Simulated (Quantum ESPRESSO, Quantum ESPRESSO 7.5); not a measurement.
## Pt(100), 5 layers: test of the smearing

Which setting serves for Pt(100), 5 layers? The runs below step through one kind of setting.

Program: Quantum ESPRESSO 7.5. Level of theory: plane-wave DFT, PBE, SSSP efficiency pseudopotentials. Results are calculated unless marked as measured.

## (1) The structure

The cell holds 5 atoms: 5 Pt. Its edges and angles: a = 2.772 Å, b = 2.772 Å, c = 23.840 Å, α = 90.0°, β = 90.0°, γ = 90.0°. It derives from Pt. Vacuum lies along c.

## (2) Ground state: mv smearing, 0.01 Ry

The first run is the reference of the series.

Input file c0.in:

```
&control
  prefix = 'c0'
  outdir = './out'
  pseudo_dir = './pseudo'
  calculation = 'scf'
  tprnfor = .true.
/
&system
  ibrav = 0
  nat = 5
  ntyp = 1
  ecutwfc = 45
  ecutrho = 360
  occupations = 'smearing'
  smearing = 'mv'
  degauss = 0.01
  assume_isolated = 'esm'
  esm_bc = 'bc1'
/
&electrons
  conv_thr = 1e-07
  mixing_beta = 0.4
  electron_maxstep = 120
  mixing_mode = 'local-TF'
/
ATOMIC_SPECIES
  Pt  195.0840  pt_pbe_v1.4.uspp.F.UPF
CELL_PARAMETERS angstrom
  2.77185858225127 0.00000000000000 0.00000000000000
  0.00000000000000 2.77185858225127 0.00000000000000
  0.00000000000000 0.00000000000000 23.84000000000000
ATOMIC_POSITIONS crystal
  Pt  0.000000000000 0.000000000000 -0.164429530201
  Pt  0.500000000000 0.500000000000 -0.082214765101
  Pt  0.000000000000 0.000000000000 0.000000000000
  Pt  0.500000000000 0.500000000000 0.082214765101
  Pt  0.000000000000 0.000000000000 0.164429530201
K_POINTS automatic
  12 12 1 0 0 0
```

On the command line:

```sh
$ OMP_NUM_THREADS=1 mpirun -n 4 pw.x -nk 4 -in c0.in > c0.out
```

The program printed:

```text
Program PWSCF v.7.5 starts
[citation notice left out]

     Parallel version (MPI & OpenMP), running on       4 processor cores
     Number of MPI processes:                 4
     Threads/MPI process:                     1

     MPI processes distributed on     1 nodes
[...]
Current dimensions of program PWSCF are:
     Max number of different atomic species (ntypx) = 10
     Max number of k-points (npk) =  40000
     Max angular momentum in pseudopotentials (lmaxx) =  4
     Message from routine setup:
     using ibrav=0 with symmetry is DISCOURAGED, use correct ibrav instead

     K-points division:     npool     =       4
     Subspace diagonalization in iterative solution of the eigenvalue problem:
     a serial algorithm will be used

     G-vector sticks info
     --------------------
     sticks:   dense  smooth     PW     G-vecs:    dense   smooth      PW
     Sum         793     401    121               142609    50313    8941

     Using Slab Decomposition

     bravais-lattice index     =            0
     lattice parameter (alat)  =       5.2381  a.u.
     unit-cell volume          =    1236.0755 (a.u.)^3
     number of atoms/cell      =            5
     number of atomic types    =            1
     number of electrons       =        80.00
     number of Kohn-Sham states=           48
     kinetic-energy cutoff     =      45.0000  Ry
     charge density cutoff     =     360.0000  Ry
     scf convergence threshold =      1.0E-07
     mixing beta               =       0.4000
     number of iterations used =            8  local-TF  mixing
     Exchange-correlation=  SLA  PW   PBX  PBC
                           (   1   4   3   4   0   0   0)

     Effective Screening Medium Method
     =================================
     Boundary Conditions: Vacuum-Slab-Vacuum
     total charge in unit cell        =   0.0000
     grid points for fit at edges     =        4

     celldm(1)=   5.238054  celldm(2)=   0.000000  celldm(3)=   0.000000
     celldm(4)=   0.000000  celldm(5)=   0.000000  celldm(6)=   0.000000

     crystal axes: (cart. coord. in units of alat)
               a(1) = (   1.000000   0.000000   0.000000 )
               a(2) = (   0.000000   1.000000   0.000000 )
               a(3) = (   0.000000   0.000000   8.600727 )

     reciprocal axes: (cart. coord. in units 2 pi/alat)
               b(1) = (  1.000000  0.000000  0.000000 )
               b(2) = (  0.000000  1.000000  0.000000 )
               b(3) = (  0.000000  0.000000  0.116269 )

     PseudoPot. # 1 for Pt read from file:
     ./pseudo/pt_pbe_v1.4.uspp.F.UPF
     Pseudo is Ultrasoft + core correction, Zval = 16.0
     Generated by new atomic code, or converted to UPF format
     Using radial grid of  985 points,  6 beta functions with:
                l(1) =   0
                l(2) =   0
                l(3) =   1
                l(4) =   1
                l(5) =   2
                l(6) =   2
     Q(r) pseudized with  8 coefficients,  rinner =    1.300   1.300   1.300
                                                       1.300   1.300

     atomic species   valence    mass     pseudopotential
     Pt               16.00   195.08400     Pt( 1.00)

     16 Sym. Ops., with inversion, found

   Cartesian axes

     site n.     atom                  positions (alat units)
         1        Pt     tau(   1) = (   0.0000000   0.0000000  -1.4142136  )
         2        Pt     tau(   2) = (   0.5000000   0.5000000  -0.7071068  )
         3        Pt     tau(   3) = (   0.0000000   0.0000000   0.0000000  )
         4        Pt     tau(   4) = (   0.5000000   0.5000000   0.7071068  )
         5        Pt     tau(   5) = (   0.0000000   0.0000000   1.4142136  )

     number of k points=    28  Marzari-Vanderbilt smearing, width (Ry)=  0.0100
                       cart. coord. in units 2pi/alat
        k(    1) = (   0.0000000   0.0000000   0.0000000), wk =   0.0138889
        k(    2) = (   0.0000000   0.0833333   0.0000000), wk =   0.0555556
        k(    3) = (   0.0000000   0.1666667   0.0000000), wk =   0.0555556
        k(    4) = (   0.0000000   0.2500000   0.0000000), wk =   0.0555556
        k(    5) = (   0.0000000   0.3333333   0.0000000), wk =   0.0555556
        k(    6) = (   0.0000000   0.4166667   0.0000000), wk =   0.0555556
        k(    7) = (   0.0000000  -0.5000000   0.0000000), wk =   0.0277778
        k(    8) = (   0.0833333   0.0833333   0.0000000), wk =   0.0555556
        k(    9) = (   0.0833333   0.1666667   0.0000000), wk =   0.1111111
        k(   10) = (   0.0833333   0.2500000   0.0000000), wk =   0.1111111
[...]
k(   28) = (  -0.5000000  -0.5000000   0.0000000), wk =   0.0138889

     Dense  grid:   142609 G-vectors     FFT dimensions: (  32,  32, 288)

     Smooth grid:    50313 G-vectors     FFT dimensions: (  24,  24, 200)

     Estimated max dynamical RAM per process >     235.30 MB

     Estimated total dynamical RAM >     836.76 MB

     Check: negative core charge=   -0.000001

     Initial potential from superposition of free atoms

     starting charge      77.4999, renormalised to      80.0000

     negative rho (up, down):  9.559E-01 0.000E+00
     Starting wfcs are   60 randomized atomic wfcs

     total cpu time spent up to now is        2.2 secs

     per-process dynamical memory:   113.8 Mb

     Self-consistent Calculation

     iteration #  1     ecut=    45.00 Ry     beta= 0.40
     Davidson diagonalization with overlap
     ethr =  1.00E-02,  avg # of iterations =  6.8

     negative rho (up, down):  9.144E-01 0.000E+00

     total cpu time spent up to now is        7.1 secs

     total energy              =   -1053.60972423 Ry
     estimated scf accuracy    <       8.15059893 Ry

     iteration #  2     ecut=    45.00 Ry     beta= 0.40
[...]
negative rho (up, down):  8.973E-01 0.000E+00

[...]
total energy              =   -1053.12314907 Ry
     estimated scf accuracy    <       2.28250475 Ry

     iteration #  3     ecut=    45.00 Ry     beta= 0.40
[...]
negative rho (up, down):  9.042E-01 0.000E+00

[...]
total energy              =   -1053.08444305 Ry
     estimated scf accuracy    <       0.40723389 Ry

     iteration #  4     ecut=    45.00 Ry     beta= 0.40
[...]
c_bands:  2 eigenvalues not converged
     c_bands:  1 eigenvalues not converged
[...]
negative rho (up, down):  9.227E-01 0.000E+00

[...]
estimated scf accuracy    <       0.00344372 Ry

     iteration # 11     ecut=    45.00 Ry     beta= 0.40
[...]
c_bands:  1 eigenvalues not converged
     c_bands:  1 eigenvalues not converged
[...]
negative rho (up, down):  8.889E-01 0.000E+00

[...]
total energy              =   -1053.34777488 Ry
     estimated scf accuracy    <       0.00083786 Ry

     iteration # 12     ecut=    45.00 Ry     beta= 0.40
[...]
c_bands:  2 eigenvalues not converged
     c_bands:  1 eigenvalues not converged
     c_bands:  2 eigenvalues not converged
     c_bands:  2 eigenvalues not converged
     c_bands:  1 eigenvalues not converged
[...]
negative rho (up, down):  8.901E-01 0.000E+00

[...]
total energy              =   -1053.34793932 Ry
     estimated scf accuracy    <       0.00014319 Ry

     iteration # 13     ecut=    45.00 Ry     beta= 0.40
[...]
c_bands:  2 eigenvalues not converged
     c_bands:  1 eigenvalues not converged
[...]
negative rho (up, down):  8.885E-01 0.000E+00

[...]
total energy              =   -1053.34852775 Ry
     estimated scf accuracy    <       0.00008914 Ry

     iteration # 14     ecut=    45.00 Ry     beta= 0.40
[...]
c_bands:  2 eigenvalues not converged
[...]
negative rho (up, down):  8.880E-01 0.000E+00

[...]
total energy              =   -1053.34900727 Ry
     estimated scf accuracy    <       0.00001319 Ry

     iteration # 15     ecut=    45.00 Ry     beta= 0.40
[...]
c_bands:  2 eigenvalues not converged
[...]
negative rho (up, down):  8.878E-01 0.000E+00

[...]
total energy              =   -1053.34902031 Ry
     estimated scf accuracy    <       0.00000441 Ry

     iteration # 16     ecut=    45.00 Ry     beta= 0.40
[...]
c_bands:  1 eigenvalues not converged
[...]
negative rho (up, down):  8.876E-01 0.000E+00

[...]
total energy              =   -1053.34910042 Ry
     estimated scf accuracy    <       0.00000173 Ry

     iteration # 17     ecut=    45.00 Ry     beta= 0.40
[...]
c_bands:  1 eigenvalues not converged
[...]
negative rho (up, down):  8.876E-01 0.000E+00

[...]
total energy              =   -1053.34913096 Ry
     estimated scf accuracy    <       0.00000096 Ry

     iteration # 18     ecut=    45.00 Ry     beta= 0.40
[...]
c_bands:  1 eigenvalues not converged
[...]
negative rho (up, down):  8.877E-01 0.000E+00

[...]
total energy              =   -1053.34918645 Ry
     estimated scf accuracy    <       0.00000017 Ry

     iteration # 19     ecut=    45.00 Ry     beta= 0.40
[...]
c_bands:  1 eigenvalues not converged
[...]
negative rho (up, down):  8.876E-01 0.000E+00

[...]
End of self-consistent calculation

          k = 0.0000 0.0000 0.0000 (  6313 PWs)   bands (ev):

   -58.7191 -58.5434 -58.4880 -58.4880 -58.4026 -58.3624 -58.3624 -58.3306
   -58.3306 -57.7066 -57.7066 -57.7066 -57.7066 -57.6294 -57.6288 -15.4336
   -14.0746 -12.7813 -12.1858 -12.1186 -11.9139 -11.4535 -10.6558  -9.8733
    -9.5344  -9.2234  -9.2234  -8.3636  -8.3636  -8.3086  -7.9192  -7.4042
    -7.2290  -7.2256  -7.2256  -7.1933  -6.7109  -6.2037  -6.0459  -6.0459
    -5.6441  -5.5509  -5.3680  -5.3680  -5.0030  -3.7884  -0.6933  -0.1751

          k = 0.0000 0.0833 0.0000 (  6337 PWs)   bands (ev):

   -58.7142 -58.5604 -58.4855 -58.4849 -58.4205 -58.3636 -58.3608 -58.3489
   -58.3308 -57.7230 -57.7229 -57.7055 -57.7055 -57.6279 -57.6275 -15.2540
   -13.9184 -12.6438 -12.0582 -11.9961 -11.7766 -11.3461 -10.5811  -9.8458
    -9.4428  -9.2468  -9.1820  -8.7870  -8.4117  -8.2191  -7.9031  -7.6096
    -7.4468  -7.4057  -7.2329  -6.6390  -6.6013  -6.5684  -6.5075  -5.8367
    -5.8160  -5.8078  -5.6575  -5.3249  -4.3618  -2.9824  -0.5551  -0.0193

          k = 0.0000 0.1667 0.0000 (  6339 PWs)   bands (ev):

   -58.7015 -58.6044 -58.4827 -58.4762 -58.4638 -58.3967 -58.3716 -58.3565
   -58.3315 -57.7673 -57.7671 -57.7024 -57.7024 -57.6239 -57.6239 -14.7454
   -13.5152 -12.3636 -11.7883 -11.5828 -11.5543 -10.8977 -10.2556  -9.8065
    -9.2161  -9.2049  -9.1284  -9.0763  -8.8147  -8.5641  -7.8750  -7.8386
    -7.6466  -7.3969  -7.3145  -7.0044  -6.9728  -6.7410  -6.6145  -6.0413
    -5.9599  -5.5616  -5.4253  -5.3717  -3.3416  -1.6417  -0.1490   0.4562

          k = 0.0000 0.2500 0.0000 (  6311 PWs)   bands (ev):

   -58.6898 -58.6626 -58.5116 -58.4985 -58.4639 -58.4437 -58.3880 -58.3506
   -58.3330 -57.8269 -57.8265 -57.6981 -57.6981 -57.6193 -57.6191 -14.0052
   -13.0657 -12.1905 -11.5375 -11.4131 -10.9279 -10.1913  -9.8139  -9.5538
    -9.3037  -9.2323  -8.9866  -8.9161  -8.8878  -8.8016  -8.2093  -8.1766
    -8.0356  -7.7908  -7.1963  -6.9645  -6.9395  -6.8832  -6.4301  -6.3111
    -5.8896  -5.5601  -5.5016  -4.6453  -2.2999  -0.3058   0.4787   0.9361

          k = 0.0000 0.3333 0.0000 (  6325 PWs)   bands (ev):

   -58.7195 -58.6945 -58.5532 -58.5362 -58.4525 -58.4506 -58.4111 -58.3448
   -58.3353 -57.8850 -57.8850 -57.6939 -57.6939 -57.6149 -57.6148 -13.2290
   -12.7974 -12.1752 -11.3952 -11.2501 -10.3492  -9.8679  -9.7327  -9.3712
    -9.0578  -9.0560  -9.0513  -8.9795  -8.8471  -8.7342  -8.3048  -8.2036
    -7.7924  -7.7201  -7.4384  -7.0903  -6.4629  -6.3295  -6.2190  -5.9922
    -5.8875  -5.7461  -5.5551  -3.8685  -1.3762  -0.7268   0.3688   1.4629

          k = 0.0000 0.4167 0.0000 (  6316 PWs)   bands (ev):

   -58.7606 -58.7143 -58.6007 -58.5296 -58.4519 -58.4401 -58.4362 -58.3405
   -58.3379 -57.9270 -57.9266 -57.6908 -57.6908 -57.6119 -57.6118 -12.7778
   -12.7190 -12.0592 -11.4849 -10.9575 -10.0491  -9.8133  -9.6719  -9.5199
    -9.2342  -9.2130  -9.1511  -8.9881  -8.5652  -8.4877  -8.3238  -8.3082
    -7.6586  -7.0658  -7.0595  -6.4606  -6.2243  -6.1687  -5.6970  -5.6737
    -5.6512  -5.5351  -5.0797  -3.3545  -2.3846  -1.0634  -0.9042   1.3091

[...]
the Fermi energy is    -5.7130 ev

!    total energy              =   -1053.34916515 Ry
     estimated scf accuracy    <       0.00000003 Ry
     smearing contrib. (-TS)   =       0.00094202 Ry
     internal energy E=F+TS    =   -1053.35010717 Ry

     The total energy is F=E-TS. E is the sum of the following terms:
     one-electron contribution =   17790.32615995 Ry
     hartree contribution      =   -8904.58291633 Ry
     xc contribution           =    -284.37771773 Ry
     ewald contribution        =   -9654.71563306 Ry

     convergence has been achieved in  19 iterations

     negative rho (up, down):  8.876E-01 0.000E+00

     Forces acting on atoms (cartesian axes, Ry/au):

     atom    1 type  1   force =     0.00000000    0.00000000   -0.00404879
     atom    2 type  1   force =     0.00000000    0.00000000   -0.00947094
     atom    3 type  1   force =     0.00000000    0.00000000    0.00000000
     atom    4 type  1   force =     0.00000000    0.00000000    0.00947094
     atom    5 type  1   force =     0.00000000    0.00000000    0.00404879

     Total force =     0.014566     Total SCF correction =     0.001758
     SCF correction compared to forces is large: reduce conv_thr to get better values

[...]
=------------------------------------------------------------------------------=
   JOB DONE.
=------------------------------------------------------------------------------=
[...]
```

The job ended after 2 min (4 MPI ranks of Arm Neoverse V1, shared host; peak memory 0.99 GiB).

Numbers from this step:

- free energy: -14331.5455 eV
- Fermi energy: -5.713 eV
- vacuum line at the lower end of the cell, over the Fermi level: 5.713 eV
- vacuum line at the upper end of the cell, over the Fermi level: 5.713 eV

Electrostatic potential energy of an electron; zero at the Fermi level. Table of potential energy, planar mean by z:

z (Å), potential energy, planar mean (eV) and a bar from the least value:
```
    -11.5        5.7 ##############################
    -11.0        5.7 ##############################
    -10.5        5.7 ##############################
    -10.0        5.7 ##############################
     -9.5        5.7 ##############################
     -9.0        5.7 ##############################
     -8.5        5.7 ##############################
     -8.0        5.7 ##############################
     -7.5        5.7 ##############################
     -7.0        5.7 ##############################
     -6.5        5.7 ##############################
     -6.0        5.5 ##############################
     -5.5        4.9 #############################
     -5.0        2.5 ##########################
     -4.5       -8.4 ##############
     -4.0      -20.6 #
     -3.5      -14.4 ########
     -3.0       -2.5 #####################
     -2.5      -11.0 ###########
     -2.0      -21.2 
     -1.5      -13.8 ########
     -1.0       -2.7 #####################
     -0.5      -12.6 ##########
      0.0      -21.4 
      0.5      -12.6 ##########
      1.0       -2.7 #####################
      1.5      -13.8 ########
      2.0      -21.2 
      2.5      -11.0 ###########
      3.0       -2.5 #####################
      3.5      -14.4 ########
      4.0      -20.6 #
      4.5       -8.4 ##############
      5.0        2.5 ##########################
      5.5        4.9 #############################
      6.0        5.5 ##############################
      6.5        5.7 ##############################
      7.0        5.7 ##############################
      7.5        5.7 ##############################
      8.0        5.7 ##############################
      8.5        5.7 ##############################
      9.0        5.7 ##############################
      9.5        5.7 ##############################
     10.0        5.7 ##############################
     10.5        5.7 ##############################
     11.0        5.7 ##############################
     11.5        5.7 ##############################
```

The program's own clock; routines nest. Time by routine:

| routine | wall time (s) | calls |
| --- | --- | --- |
| PWSCF | 121.6 | 1 |
| electrons | 118.6 | 1 |
| c_bands | 98.05 | 19 |
| cegterg | 83.99 | 133 |
| h_psi | 52.94 | 1421 |
| fftw | 44.72 | 47204 |
| vloc_psi | 42.05 | 1421 |
| sum_band | 10.51 | 19 |
| calbec | 7.15 | 1582 |
| mix_rho | 6 | 19 |
| add_vuspsi | 5.39 | 1421 |
| h_psi:calbec | 5.3 | 1421 |
| s_psi | 5.25 | 1421 |
| ffts | 3.8 | 2149 |

The vacuum levels are read from the outermost 0.7 Å of the cell on either side.

The run needed 19 iterations to bring the estimated error under 1e-07 Ry; the largest force on any atom, held or free, is 0.24 eV/Å.

Inside the slab this potential holds the local part of the pseudopotentials, which can be repulsive at the nuclei; only its value in the vacuum has a meaning of its own.

(Continued in part 2 of 3.)

[Logs are printed without paths, hosts, clocks, repeated set-up lines and the standing remarks that a program may print on its own settings, such as how far it seeks lower states.]

[Hosts, paths, dates, database ids (printed as entryN), source tags and the programs' standing remarks are cut or masked in the printed files.]

[Maps of the electrostatic potential energy from Ansatz leave out the sawtooth potential of an applied field or a dipole correction, so their vacuum need not be flat; planar profiles and work functions include it.]
